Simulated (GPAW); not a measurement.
Consider MnO2 (Pyrolusite, P4_2/mnm).

```
Mn O
1.0
     4.39830    0.00000    0.00000
     0.00000    4.39830    0.00000
     0.00000    0.00000    2.87300
Mn O
2 4
Direct
  0.50000 0.50000 0.50000
  0.00000 0.00000 0.00000
  0.80515 0.19485 0.50000
  0.69485 0.69485 0.00000
  0.19485 0.80515 0.50000
  0.30515 0.30515 0.00000
```

Absorber: atom 3, with 2 Mn at 1.88 Å and 1 Mn at 1.90 Å (distorted trigonal planar, site symmetry m2m). Method: GPAW, LDA, excited-electron core hole (neutral cell), 12-atom cell with 5.3 Å between holes, 5×5×5 k points, dipole transitions, Gaussian full width 0.9 eV up to 4 eV, rising linearly to 3.5 eV at 25 eV.

Q: Predict the near-edge structure at the O K edge.

Main maxima up to 24 eV above the zero (height): 1.2 eV (1.68), 3.0 eV (1.96) and 14.2 eV (2.24). A K edge sees empty p states; the first features are O p mixed into the empty d states of the Mn neighbours, and the broad ones above probably into the cations' higher empty bands. The total-energy difference is 524.37 eV. The functional leaves an error in such absolute values: in the free atom LDA prices this hole 4.1 eV below PBE (computed apart), and PBE is itself good to a few eV.

The O K spectrum (energy from the lowest empty level; intensity scaled to a mean of 1 over the first 20 eV; polarised curves are means over the symmetry-equivalent atoms):

| E (eV) | isotropic | ε ⊥ c | ε ∥ c |
| --- | --- | --- | --- |
| -2.0 | 0.00 | 0.00 | 0.00 |
| -1.5 | 0.00 | 0.00 | 0.00 |
| -1.0 | 0.00 | 0.00 | 0.00 |
| -0.5 | 0.08 | 0.08 | 0.08 |
| 0.0 | 0.51 | 0.50 | 0.52 |
| 0.5 | 1.22 | 1.23 | 1.21 |
| 1.0 | 1.64 | 1.65 | 1.62 |
| 1.5 | 1.61 | 1.46 | 1.91 |
| 2.0 | 1.18 | 0.96 | 1.62 |
| 2.5 | 1.26 | 1.07 | 1.65 |
| 3.0 | 1.96 | 1.79 | 2.30 |
| 3.5 | 1.21 | 1.11 | 1.42 |
| 4.0 | 0.31 | 0.30 | 0.32 |
| 4.5 | 0.05 | 0.05 | 0.03 |
| 5.0 | 0.00 | 0.00 | 0.00 |
| 5.5 | 0.00 | 0.00 | 0.00 |
| 6.0 | 0.00 | 0.00 | 0.00 |
| 6.5 | 0.01 | 0.01 | 0.01 |
| 7.0 | 0.02 | 0.02 | 0.02 |
| 7.5 | 0.06 | 0.06 | 0.07 |
| 8.0 | 0.14 | 0.14 | 0.15 |
| 8.5 | 0.26 | 0.26 | 0.27 |
| 9.0 | 0.45 | 0.45 | 0.45 |
| 9.5 | 0.74 | 0.74 | 0.75 |
| 10.0 | 1.09 | 1.06 | 1.15 |
| 10.5 | 1.39 | 1.28 | 1.60 |
| 11.0 | 1.54 | 1.35 | 1.93 |
| 11.5 | 1.57 | 1.31 | 2.08 |
| 12.0 | 1.58 | 1.30 | 2.14 |
| 12.5 | 1.69 | 1.41 | 2.25 |
| 13.0 | 1.89 | 1.63 | 2.42 |
| 13.5 | 2.11 | 1.91 | 2.51 |
| 14.0 | 2.23 | 2.14 | 2.41 |
| 14.5 | 2.22 | 2.28 | 2.09 |
| 15.0 | 2.08 | 2.29 | 1.67 |
| 15.5 | 1.84 | 2.14 | 1.26 |
| 16.0 | 1.54 | 1.85 | 0.93 |
| 16.5 | 1.21 | 1.47 | 0.69 |
| 17.0 | 0.91 | 1.11 | 0.52 |
| 17.5 | 0.67 | 0.81 | 0.41 |
| 18.0 | 0.52 | 0.60 | 0.35 |
| 18.5 | 0.42 | 0.47 | 0.32 |
| 19.0 | 0.38 | 0.40 | 0.33 |
| 19.5 | 0.36 | 0.36 | 0.37 |
| 20.0 | 0.37 | 0.34 | 0.43 |
| 20.5 | 0.39 | 0.34 | 0.50 |
| 21.0 | 0.42 | 0.35 | 0.57 |
| 21.5 | 0.45 | 0.37 | 0.61 |
| 22.0 | 0.48 | 0.40 | 0.63 |
| 22.5 | 0.51 | 0.46 | 0.61 |
| 23.0 | 0.55 | 0.54 | 0.57 |
| 23.5 | 0.59 | 0.63 | 0.52 |
| 24.0 | 0.64 | 0.72 | 0.48 |
| 24.5 | 0.68 | 0.80 | 0.46 |
| 25.0 | 0.71 | 0.84 | 0.45 |
| 25.5 | 0.71 | 0.84 | 0.45 |
| 26.0 | 0.70 | 0.81 | 0.46 |
| 26.5 | 0.67 | 0.77 | 0.47 |
| 27.0 | 0.64 | 0.73 | 0.47 |
| 27.5 | 0.62 | 0.70 | 0.47 |
| 28.0 | 0.61 | 0.68 | 0.48 |
| 28.5 | 0.60 | 0.66 | 0.49 |
| 29.0 | 0.59 | 0.63 | 0.50 |
| 29.5 | 0.57 | 0.59 | 0.53 |
| 30.0 | 0.55 | 0.54 | 0.58 |
| 30.5 | 0.55 | 0.51 | 0.64 |
| 31.0 | 0.56 | 0.48 | 0.71 |
| 31.5 | 0.58 | 0.48 | 0.79 |
| 32.0 | 0.61 | 0.49 | 0.86 |

The hole lies in one spin channel, while the script sums the empty states of both and takes the lower zero; where the two channels are split, this blurs and shifts the curve. The unit cell's mesh shows no gap over 0.35 eV. That is right for a metallic compound; for a small-gap or correlated insulator it would be the fault of the functional or of the assumed magnetic order, and the hole would be screened too well. The spins start antiferromagnetically in a simple order, which needn't be the measured one; gap and edge can depend on it. The holes are only 5.3 Å apart, so the shape is probably not converged with cell size; no larger cell was run here. The mesh is coarse (0.30 Å⁻¹ between points), so small maxima may be mesh ripples. Lifetime broadening is put in by hand, and intensities beyond about 20 eV depend on it and on the partial waves; weight that the partial waves miss at high energy is lost. The structure is a published determination, not relaxed.

[Banner, clock and machine lines of the logs are left out without a mark of their own.]

[Logs are printed without paths, hosts, clocks, repeated set-up lines and the standing remarks that a program may print on its own settings, such as how far it seeks lower states.]

[Hosts, paths, dates, database ids (printed as entryN), source tags and the programs' standing remarks are cut or masked in the printed files.]

[Lists of maxima count a maximum above −3 eV only where it reaches 4 % of the highest in the window and stands out from its surroundings by 2 % of it (1.5 % where it reaches 55 %); shoulders and weaker maxima are passed over, and of the rest the first, up to two pre-edge ones and the few strongest are named.]
